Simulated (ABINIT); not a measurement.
# A GW chain in ABINIT: Ga2O3 (R-3c), part 2 of 3

Aim: the G0W0 gap of Ga2O3 (R-3c) on PBE, step by step.

ABINIT 10.8.3; PBE and many-body steps on it, plane waves. Known limits of the many-body steps: not at the basis limit; no spin-orbit coupling; coarse k mesh.

So far. Step 2 (Ground state): The gap is indirect, with the least direct gap 0.21 eV higher.

### 3. Bands along the symmetry lines

Level of this step: DFT, PBE, plane waves, norm-conserving pseudopotentials (ABINIT).

The cheap functional maps the bands first; the places of the edges decide which points the dearer methods must see.

File run.abi:

```
acell 3*1.0 Angstrom
rprim 
  2.498699193881 1.442624652211 4.483549768500
  -2.498699193881 1.442624652211 4.483549768500
  0.000000000000 -2.885249304422 4.483549768500
ntypat 2
znucl 31 8
natom 10
typat 1 1 1 1 2 2 2 2 2 2
xred 
  0.855585580000 0.855585580000 0.855585580000
  0.644414420000 0.644414420000 0.644414420000
  0.144414420000 0.144414420000 0.144414420000
  0.355585580000 0.355585580000 0.355585580000
  0.750000000000 0.446832820000 0.053167180000
  0.446832820000 0.053167180000 0.750000000000
  0.053167180000 0.750000000000 0.446832820000
  0.250000000000 0.553167180000 0.946832820000
  0.946832820000 0.250000000000 0.553167180000
  0.553167180000 0.946832820000 0.250000000000
pp_dirpath "pseudos"
pseudos "Ga.upf, O.upf"
ecut 45
iscf -2
irdden 1
kptopt 0
nkpt 31
kpt 
  0.00000000 0.00000000 0.00000000
  0.12500000 0.12500000 0.12500000
  0.25000000 0.25000000 0.25000000
  0.37500000 0.37500000 0.37500000
  0.50000000 0.50000000 0.50000000
  0.56607847 0.43392153 0.50000000
  0.63215694 0.36784306 0.50000000
  0.69823542 0.30176458 0.50000000
  0.76431389 0.23568611 0.50000000
  0.50000000 -0.23568611 0.23568611
  0.50000000 -0.17676458 0.17676458
  0.50000000 -0.11784306 0.11784306
  0.50000000 -0.05892153 0.05892153
  0.50000000 0.00000000 0.00000000
  0.37500000 0.00000000 0.00000000
  0.25000000 0.00000000 0.00000000
  0.12500000 0.00000000 0.00000000
  0.00000000 0.00000000 0.00000000
  0.09196076 -0.09196076 0.00000000
  0.18392153 -0.18392153 0.00000000
  0.27588229 -0.27588229 0.00000000
  0.36784305 -0.36784305 0.00000000
  0.63215695 0.00000000 0.36784305
  0.59911771 0.00000000 0.40088229
  0.56607848 0.00000000 0.43392153
  0.53303924 0.00000000 0.46696076
  0.50000000 0.00000000 0.50000000
  0.37500000 0.00000000 0.37500000
  0.25000000 0.00000000 0.25000000
  0.12500000 0.00000000 0.12500000
  0.00000000 0.00000000 0.00000000
istwfk *1
nband 74
nbdbuf 9
tolwfr 1e-07
nstep 50
prtwf 0
prtvol 0
indata_prefix "in"
outdata_prefix "out"
tmpdata_prefix "tmp"
```

Started as:

```sh
$ OMP_NUM_THREADS=1 mpirun -n 8 abinit run.abi > log
```

Numbers of over 12 decimals in the logs are rounded to 6 here.

Log:

```text
.Version 10.8.3 of ABINIT. v10.8.2 released Aug 2026.

 Symmetries : space group R-3 c (#167); Bravais hR (rhombohedral)
[... echo of the input left out ...]
== DATASET  1 ==================================================================
-   mpi_nproc: 8, omp_nthreads: 1 (-1 if OMP is not activated)

--- !DatasetInfo
iteration_state: {dtset: 1, }
dimensions: {natom: 10, nkpt: 31, mband: 74, nsppol: 1, nspinor: 1, nspden: 1, mpw: 9463, }
cutoff_energies: {ecut:  45.0, pawecutdg:  -1.0, }
electrons: {nelect:   1.20000000E+02, charge:   0.00000000E+00, occopt:   1.00000000E+00, tsmear:   1.00000000E-02, }

 Real(R)+Recip(G) space primitive vectors, cartesian coordinates (Bohr,Bohr^-1):
 R(1)=  4.7218571  2.7261655  8.4726811  G(1)=  0.1058905  0.0611359  0.0393421
 R(2)= -4.7218571  2.7261655  8.4726811  G(2)= -0.1058905  0.0611359  0.0393421
 R(3)=  0.0000000 -5.4523310  8.4726811  G(3)=  0.0000000 -0.1222719  0.0393421
 Unit cell volume ucvol=  6.5439078E+02 bohr^3
 Angles (23,13,12)=  5.58935053E+01  5.58935053E+01  5.58935053E+01 degrees

 getcut: wavevector=  0.0000  0.0000  0.0000  ngfft=  64  64  64
         ecut(hartree)=     45.000   => boxcut(ratio)=   2.10352

--- Pseudopotential description ------------------------------------------------
- Ga Generated using ONCVPSP code by D. R. Hamann
- 31.00000  21.00000  171031                  znucl, zion, pspdat
12 -101130 2 -1 1902                          pspcod,pspxc,lmax,lloc,mmax
     nproj     2     2     2
  pspatm : epsatm=   21.85474337
         --- l  ekb(1:nproj) -->
             0    4.962806   -1.220223
             1   -5.679278   -1.350476
             2  -10.596651   -3.839775
 pspatm: atomic psp has been read  and splines computed

- O Generated using ONCVPSP code by D. R. Hamann
-  8.00000   6.00000  171031                  znucl, zion, pspdat
12 -101130 2 -1 936                           pspcod,pspxc,lmax,lloc,mmax
     nproj     2     2     1
  pspatm : epsatm=    6.17005460
         --- l  ekb(1:nproj) -->
[...]
2   -1.331955
 pspatm: atomic psp has been read  and splines computed

--------------------------------------------------------------------------------

================================================================================
 prteigrs : about to open file out_EIG
 Non-SCF case, kpt    1 (  0.00000  0.00000  0.00000), residuals and eigenvalues=
  3.76E-08  4.75E-08  4.18E-08  3.90E-08  2.87E-08  4.74E-08  3.12E-08  3.30E-08
  2.34E-08  5.30E-08  3.35E-08  5.37E-08  2.10E-08  8.41E-08  2.40E-08  6.15E-08
  7.99E-08  3.74E-08  6.87E-08  4.22E-08  2.88E-08  6.80E-08  6.18E-08  8.82E-08
[...]
1.19E-03  1.29E-04
 -4.9858E+00 -4.9858E+00 -4.9858E+00 -4.9858E+00 -3.1736E+00 -3.1736E+00
 -3.1735E+00 -3.1734E+00 -3.1727E+00 -3.1727E+00 -3.1727E+00 -3.1727E+00
 -3.1726E+00 -3.1726E+00 -3.1726E+00 -3.1726E+00 -4.8012E-01 -4.0802E-01
[...]
--- !ResultsGS
iteration_state: {dtset: 1, }
comment   : Summary of ground state results
lattice_vectors:
- [  4.7218571,   2.7261655,   8.4726811, ]
- [ -4.7218571,   2.7261655,   8.4726811, ]
- [  0.0000000,  -5.4523310,   8.4726811, ]
lattice_lengths: [  10.07543,   10.07543,   10.07543, ]
lattice_angles: [ 55.894,  55.894,  55.894, ] # degrees, (23, 13, 12)
lattice_volume:   6.5439078E+02
convergence: {deltae:  0.000E+00, res2:  0.000E+00, residm:  9.967E-08, diffor:  0.000E+00, }
etotal    :  -1.09291091E+03
entropy   :   0.00000000E+00
fermie    :   2.13395308E-01
cartesian_stress_tensor: null
pressure_GPa: null
xred      :
- [  8.5559E-01,   8.5559E-01,   8.5559E-01, Ga]
- [  6.4441E-01,   6.4441E-01,   6.4441E-01, Ga]
- [  1.4441E-01,   1.4441E-01,   1.4441E-01, Ga]
- [  3.5559E-01,   3.5559E-01,   3.5559E-01, Ga]
- [  7.5000E-01,   4.4683E-01,   5.3167E-02,  O]
- [  4.4683E-01,   5.3167E-02,   7.5000E-01,  O]
- [  5.3167E-02,   7.5000E-01,   4.4683E-01,  O]
- [  2.5000E-01,   5.5317E-01,   9.4683E-01,  O]
- [  9.4683E-01,   2.5000E-01,   5.5317E-01,  O]
- [  5.5317E-01,   9.4683E-01,   2.5000E-01,  O]
cartesian_forces: null
force_length_stats: {min: null, max: null, mean: null, }

 Integrated electronic density in atomic spheres:
 ------------------------------------------------
 Atom  Sphere_radius  Integrated_density
[...]
================================================================================

 ----iterations are completed or convergence reached----

 Mean square residual over all n,k,spin=   53.255E-09; max=  99.675E-09
 reduced coordinates (array xred) for   10 atoms
[...]
0.946832820000      0.250000000000      0.553167180000
       0.553167180000      0.946832820000      0.250000000000

 cartesian coordinates (angstrom) at end:
    1     -0.000000    -0.000000    11.508182
    2     -0.000000    -0.000000     8.667792
    3     -0.000000     0.000000     1.942468
[...]
9      1.741176     0.130555     7.846212
   10     -0.983652     1.442625     7.846212
 length scales=  1.889726125908  1.889726125908  1.889726125908 bohr
              =  1.000000000000  1.000000000000  1.000000000000 angstroms
 prteigrs : about to open file out_EIG
 Eigenvalues (hartree) for nkpt=  31  k points:
 kpt#   1, nband= 74, wtk=  1.00000, kpt=  0.0000  0.0000  0.0000 (reduced coord)
[...]
kpt#   2, nband= 74, wtk=  1.00000, kpt=  0.1250  0.1250  0.1250 (reduced coord)
[...]
kpt#   3, nband= 74, wtk=  1.00000, kpt=  0.2500  0.2500  0.2500 (reduced coord)
[...]
kpt#  30, nband= 74, wtk=  1.00000, kpt=  0.1250  0.0000  0.1250 (reduced coord)
[...]
0.69253    0.71101
 kpt#  31, nband= 74, wtk=  1.00000, kpt=  0.0000  0.0000  0.0000 (reduced coord)
[...]
0.20310    0.20310    0.20569    0.20569    0.31838    0.46001    0.46610    0.54100
   0.58939    0.58939    0.59258    0.61790    0.62581    0.62581    0.66900    0.69330
   0.69572    0.71806

== END DATASET(S) ==============================================================
================================================================================

 -outvars: echo values of variables after computation  --------
            nband          74
             nkpt          31
          spgroup         167
 [... the other variables as echoed above ...]

 Calculation completed.
```

Run time: 62 s. Hardware: 8 MPI ranks of Arm Neoverse V2, shared host; peak memory 1 GiB.

This step gave:

```yaml
gap: 2.820 eV
k_of_the_valence_top: 0.1839, -0.1839, 0
k_of_the_conduction_bottom: 0, 0, 0
least_direct_gap: 3.066 eV
```

The gap is 2.820 eV, −0.037 eV from the run before at this level.

The electronic bands at the labelled points (eV, zero at the top of the highest filled band):

```
     point  band 57  band 58  band 59  band 60  band 61  band 62  band 63  band 64
         Γ    -0.32    -0.32    -0.25    -0.25     2.82     6.67     6.84     8.88
   halfway    -0.36    -0.36    -0.21    -0.21     4.14     6.72     6.83     8.95
         T    -0.30    -0.30    -0.30    -0.30     5.86     5.86     7.86     7.86
   halfway    -0.78    -0.78    -0.42    -0.42     6.38     6.38     7.80     7.80
        H2    -0.57    -0.57    -0.33    -0.33     6.69     6.69     7.24     7.24
jump to H0    -0.57    -0.57    -0.33    -0.33     6.69     6.69     7.24     7.24
   halfway    -0.56    -0.56    -0.23    -0.23     6.41     6.41     6.91     6.91
         L    -0.97    -0.97    -0.15    -0.15     6.40     6.40     6.73     6.73
   halfway    -0.61    -0.55    -0.19    -0.04     4.38     6.51     7.32     8.16
         Γ    -0.32    -0.32    -0.25    -0.25     2.82     6.67     6.84     8.88
   halfway    -0.63    -0.25    -0.23     0.00     4.86     6.36     7.36     7.89
        S0    -0.61    -0.50    -0.48    -0.17     6.49     6.60     7.17     7.20
jump to S2    -0.61    -0.50    -0.48    -0.17     6.49     6.60     7.17     7.20
   halfway    -0.76    -0.65    -0.31    -0.15     6.51     6.72     7.48     7.50
         F    -0.85    -0.70    -0.25    -0.14     6.54     6.73     7.58     7.69
   halfway    -0.64    -0.55    -0.28    -0.23     4.69     6.60     7.40     8.32
         Γ    -0.32    -0.32    -0.25    -0.25     2.82     6.67     6.84     8.88
```

### 4. Empty states on the mesh, 2×2×2 mesh, 231 bands

The sums over transitions need many empty states on a uniform mesh; this step solves for them.

File run.abi:

```
acell 3*1.0 Angstrom
rprim 
  2.498699193881 1.442624652211 4.483549768500
  -2.498699193881 1.442624652211 4.483549768500
  0.000000000000 -2.885249304422 4.483549768500
ntypat 2
znucl 31 8
natom 10
typat 1 1 1 1 2 2 2 2 2 2
xred 
  0.855585580000 0.855585580000 0.855585580000
  0.644414420000 0.644414420000 0.644414420000
  0.144414420000 0.144414420000 0.144414420000
  0.355585580000 0.355585580000 0.355585580000
  0.750000000000 0.446832820000 0.053167180000
  0.446832820000 0.053167180000 0.750000000000
  0.053167180000 0.750000000000 0.446832820000
  0.250000000000 0.553167180000 0.946832820000
  0.946832820000 0.250000000000 0.553167180000
  0.553167180000 0.946832820000 0.250000000000
pp_dirpath "pseudos"
pseudos "Ga.upf, O.upf"
ecut 45
ngkpt 2 2 2
nshiftk 1
shiftk 0 0 0
kptopt 1
chksymbreak 0
iscf -2
irdden 1
istwfk *1
nband 231
nbdbuf 20
tolwfr 1e-09
nstep 60
prtvol 0
indata_prefix "in"
outdata_prefix "out"
tmpdata_prefix "tmp"
```

Started as:

```sh
$ OMP_NUM_THREADS=2 mpirun -n 4 abinit run.abi > log
```

Log:

```text
.Version 10.8.3 of ABINIT. v10.8.2 released Aug 2026.

 Symmetries : space group R-3 c (#167); Bravais hR (rhombohedral)
[... echo of the input left out ...]
== DATASET  1 ==================================================================
-   mpi_nproc: 4, omp_nthreads: 2 (-1 if OMP is not activated)

--- !DatasetInfo
iteration_state: {dtset: 1, }
dimensions: {natom: 10, nkpt: 4, mband: 231, nsppol: 1, nspinor: 1, nspden: 1, mpw: 9454, }
cutoff_energies: {ecut:  45.0, pawecutdg:  -1.0, }
electrons: {nelect:   1.20000000E+02, charge:   0.00000000E+00, occopt:   1.00000000E+00, tsmear:   1.00000000E-02, }

 Real(R)+Recip(G) space primitive vectors, cartesian coordinates (Bohr,Bohr^-1):
 R(1)=  4.7218571  2.7261655  8.4726811  G(1)=  0.1058905  0.0611359  0.0393421
 R(2)= -4.7218571  2.7261655  8.4726811  G(2)= -0.1058905  0.0611359  0.0393421
 R(3)=  0.0000000 -5.4523310  8.4726811  G(3)=  0.0000000 -0.1222719  0.0393421
 Unit cell volume ucvol=  6.5439078E+02 bohr^3
 Angles (23,13,12)=  5.58935053E+01  5.58935053E+01  5.58935053E+01 degrees

 getcut: wavevector=  0.0000  0.0000  0.0000  ngfft=  64  64  64
         ecut(hartree)=     45.000   => boxcut(ratio)=   2.10352

--- Pseudopotential description ------------------------------------------------
- Ga Generated using ONCVPSP code by D. R. Hamann
- 31.00000  21.00000  171031                  znucl, zion, pspdat
12 -101130 2 -1 1902                          pspcod,pspxc,lmax,lloc,mmax
     nproj     2     2     2
  pspatm : epsatm=   21.85474337
         --- l  ekb(1:nproj) -->
             0    4.962806   -1.220223
             1   -5.679278   -1.350476
             2  -10.596651   -3.839775
 pspatm: atomic psp has been read  and splines computed

- O Generated using ONCVPSP code by D. R. Hamann
-  8.00000   6.00000  171031                  znucl, zion, pspdat
12 -101130 2 -1 936                           pspcod,pspxc,lmax,lloc,mmax
     nproj     2     2     1
  pspatm : epsatm=    6.17005460
         --- l  ekb(1:nproj) -->
[...]
2   -1.331955
 pspatm: atomic psp has been read  and splines computed

--------------------------------------------------------------------------------

================================================================================
 prteigrs : about to open file out_EIG
 Non-SCF case, kpt    1 (  0.00000  0.00000  0.00000), residuals and eigenvalues=
  6.81E-10  4.69E-10  4.47E-10  4.64E-10  1.83E-10  2.05E-10  1.99E-10  1.83E-10
  2.26E-10  1.85E-10  1.74E-10  1.66E-10  1.79E-10  2.50E-10  1.94E-10  1.80E-10
  8.06E-10  1.90E-10  2.08E-10  5.99E-11  6.34E-11  1.04E-10  2.42E-10  2.92E-10
[...]
2.04E-05  1.31E-04  2.01E-04  7.38E-05  1.30E-04  7.93E-04  5.68E-03
 -4.9858E+00 -4.9858E+00 -4.9858E+00 -4.9858E+00 -3.1736E+00 -3.1736E+00
 -3.1735E+00 -3.1734E+00 -3.1727E+00 -3.1727E+00 -3.1727E+00 -3.1727E+00
 -3.1726E+00 -3.1726E+00 -3.1726E+00 -3.1726E+00 -4.8012E-01 -4.0802E-01
[...]
2.9264E+00  2.9490E+00  2.9490E+00  2.9630E+00  2.9630E+00  2.9666E+00
  2.9727E+00  2.9727E+00  2.9949E+00  3.0299E+00  3.0533E+00  3.0543E+00
[...]
prteigrs : prtvol=0 or 1, do not print more k-points.

--- !ResultsGS
iteration_state: {dtset: 1, }
comment   : Summary of ground state results
lattice_vectors:
- [  4.7218571,   2.7261655,   8.4726811, ]
- [ -4.7218571,   2.7261655,   8.4726811, ]
- [  0.0000000,  -5.4523310,   8.4726811, ]
lattice_lengths: [  10.07543,   10.07543,   10.07543, ]
lattice_angles: [ 55.894,  55.894,  55.894, ] # degrees, (23, 13, 12)
lattice_volume:   6.5439078E+02
convergence: {deltae:  0.000E+00, res2:  0.000E+00, residm:  9.941E-10, diffor:  0.000E+00, }
etotal    :  -1.09291091E+03
entropy   :   0.00000000E+00
fermie    :   2.13395308E-01
cartesian_stress_tensor: null
pressure_GPa: null
xred      :
- [  8.5559E-01,   8.5559E-01,   8.5559E-01, Ga]
- [  6.4441E-01,   6.4441E-01,   6.4441E-01, Ga]
- [  1.4441E-01,   1.4441E-01,   1.4441E-01, Ga]
- [  3.5559E-01,   3.5559E-01,   3.5559E-01, Ga]
- [  7.5000E-01,   4.4683E-01,   5.3167E-02,  O]
- [  4.4683E-01,   5.3167E-02,   7.5000E-01,  O]
- [  5.3167E-02,   7.5000E-01,   4.4683E-01,  O]
- [  2.5000E-01,   5.5317E-01,   9.4683E-01,  O]
- [  9.4683E-01,   2.5000E-01,   5.5317E-01,  O]
- [  5.5317E-01,   9.4683E-01,   2.5000E-01,  O]
cartesian_forces: null
force_length_stats: {min: null, max: null, mean: null, }

 Integrated electronic density in atomic spheres:
 ------------------------------------------------
 Atom  Sphere_radius  Integrated_density
[...]
================================================================================

 ----iterations are completed or convergence reached----

 Mean square residual over all n,k,spin=   37.708E-11; max=  99.413E-11
 reduced coordinates (array xred) for   10 atoms
[...]
0.946832820000      0.250000000000      0.553167180000
       0.553167180000      0.946832820000      0.250000000000

 cartesian coordinates (angstrom) at end:
    1     -0.000000    -0.000000    11.508182
    2     -0.000000    -0.000000     8.667792
    3     -0.000000     0.000000     1.942468
[...]
9      1.741176     0.130555     7.846212
   10     -0.983652     1.442625     7.846212
 length scales=  1.889726125908  1.889726125908  1.889726125908 bohr
              =  1.000000000000  1.000000000000  1.000000000000 angstroms
 prteigrs : about to open file out_EIG
 Eigenvalues (hartree) for nkpt=   4  k points:
 kpt#   1, nband=231, wtk=  0.12500, kpt=  0.0000  0.0000  0.0000 (reduced coord)
[...]
2.85214    2.85214    2.86495    2.86495    2.88633    2.88633    2.89452    2.90411
   2.92639    2.94905    2.94905    2.96297    2.96297    2.96662    2.97267    2.97267
   2.99491    3.02992    3.05328    3.05427    3.05536    3.05801    3.07751
 prteigrs : prtvol=0 or 1, do not print more k-points.

== END DATASET(S) ==============================================================
================================================================================

 -outvars: echo values of variables after computation  --------
            nband         231
             nkpt           4
          spgroup         167
 [... the other variables as echoed above ...]

 Calculation completed.
```

The job ended after 59 s (4 MPI ranks; peak memory 0.47 GiB).

Numbers from this step:

```
gap                                                           : 2.963 eV
k of the valence top                                          : 0.5, 0.5, 0
k of the conduction bottom                                    : 0, 0, 0
least direct gap                                              : 3.066 eV
k points computed                                             : 4
lowest point of the top converged band, above the valence top : 71.0639 eV
```

On this mesh the gap is 2.963 eV. The earlier step found 2.857 eV, so this mesh misses an edge.

### 5. Screening, 2×2×2 mesh, 211 bands, screening to 106.1 eV

The RPA dielectric matrix is built and inverted for each q.

This step: RPA screening on PBE, plane waves, norm-conserving pseudopotentials.

run.abi: that of step 4 with these lines changed.

```diff
@@ -28,10 +28,11 @@
 chksymbreak 0
-iscf -2
-irdden 1
 istwfk *1
-nband 231
-nbdbuf 20
-tolwfr 1e-09
-nstep 60
-prtvol 0
+occopt 1
+irdwfk 1
+optdriver 3
+nband 211
+ecuteps 3.9
+inclvkb 2
+awtr 1
+symchi 1
 indata_prefix "in"
```

Started as:

```sh
$ OMP_NUM_THREADS=1 mpirun -n 8 abinit run.abi > log
```

Log:

```text
.Version 10.8.3 of ABINIT. v10.8.2 released Aug 2026.

 Symmetries : space group R-3 c (#167); Bravais hR (rhombohedral)
[... echo of the input left out ...]
== DATASET  1 ==================================================================
-   mpi_nproc: 8, omp_nthreads: 1 (-1 if OMP is not activated)

--- !DatasetInfo
iteration_state: {dtset: 1, }
dimensions: {natom: 10, nkpt: 4, mband: 211, nsppol: 1, nspinor: 1, nspden: 1, mpw: 9454, }
cutoff_energies: {ecut:  45.0, pawecutdg:  -1.0, }
electrons: {nelect:   1.20000000E+02, charge:   0.00000000E+00, occopt:   1.00000000E+00, tsmear:   1.00000000E-02, }

 SCREENING: Calculation of the susceptibility and dielectric matrices

 Based on a program developped by R.W. Godby, V. Olevano, G. Onida, and L. Reining.
 Incorporated in ABINIT by V. Olevano, G.-M. Rignanese, and M. Torrent.
.Using double precision arithmetic ; gwpc =  8

[... cell and pseudopotentials left out ...]
--------------------------------------------------------------------------------

 ==== K-mesh for the wavefunctions ====
 Number of points in the irreducible wedge :     4
[... list of points left out ...]
 Together with 12 symmetry operations and time-reversal symmetry
 yields     8 points in the full Brillouin Zone.

 ==== Q-mesh for the screening function ====
 Number of points in the irreducible wedge :     4
[... list of points left out ...]
 Together with 12 symmetry operations and time-reversal symmetry
 yields     8 points in the full Brillouin Zone.

 setmesh: FFT mesh size selected  =    40x   40x   40
          total number of points  =        64000

 vcoul_init : cutoff-mode = AUXILIARY_FUNCTION
 q-points for optical limit:   1
     1)      0.000010    0.000020    0.000030

- screening: taking advantage of time-reversal symmetry
- Maximum band index for partially occupied states nbvw = 60
- Remaining bands to be divided among processors   nbcw = 151
- Number of bands treated by each node ~18

 Number of electrons calculated from density =  120.0000; Expected =  120.0000
 average of density, n =  0.183377
 r_s =    1.0919
 omega_plasma =   41.3074 [eV]

 calculating chi0 at frequencies [eV] :
  1    0.000000E+00    0.000000E+00
  2    0.000000E+00    4.130738E+01

--------------------------------------------------------------------------------
  q-point number  1        q = ( 0.000000, 0.000000, 0.000000) [r.l.u.]
--------------------------------------------------------------------------------
[... chi0 elements left out ...]
 For q-point:  0.000010 0.000020 0.000030
  dielectric constant =   4.9068
  dielectric constant without local fields =   5.1165

  Average fulfillment of the sum rule on Im[epsilon] for q-point    1 :     37.88  [%]
[... wings left out ...]
  q-point number  2        q = ( 0.500000, 0.000000, 0.000000) [r.l.u.]
--------------------------------------------------------------------------------
[... chi0 elements left out ...]
  Average fulfillment of the sum rule on Im[epsilon] for q-point    2 :     41.09  [%]

 [... 2 further q-points ...]
```

It took 68 s on 8 MPI ranks; peak memory 4.2 GiB.

This step gave:

```yaml
eps_infinity_with_local_fields_on_this_mesh_along_the_program_s_q_direction: 4.907
the_same_without_local_fields: 5.117
plasma_frequency: 41.31 eV
plane_waves_in_the_screening_matrix: 247
```

Local fields lower ε∞ by 4 %. On a Γ-centred mesh this coarse the value itself is usually too large, while a short band sum pulls it down.

(Continued in part 3 of 3.)

[Paths, hosts, dates, memory and timing lines, banners, echoed tables and standing remarks are left out of the program output.]

[Logs are printed without paths, hosts, clocks, repeated set-up lines and the standing remarks that a program may print on its own settings, such as how far it seeks lower states.]

[Runs of the session that timed out or met a known fault of the program may be left out.]

[No measured gap is set beside runs whose start may be inverted or whose files or cutoffs have a known fault.]

[Hosts, paths, dates, database ids (printed as entryN), source tags and the programs' standing remarks are cut or masked in the printed files.]

[G0W0 gaps are taken among the corrected bands and points alone; a level outside them can change the order at an edge.]

[Where Ansatz stands beside ABINIT at settings called matched, ABINIT's density can come from a denser mesh and the files from another edition; pairs whose starting gaps differed by over 0.03 eV were left out, so agreement reads better than it is.]
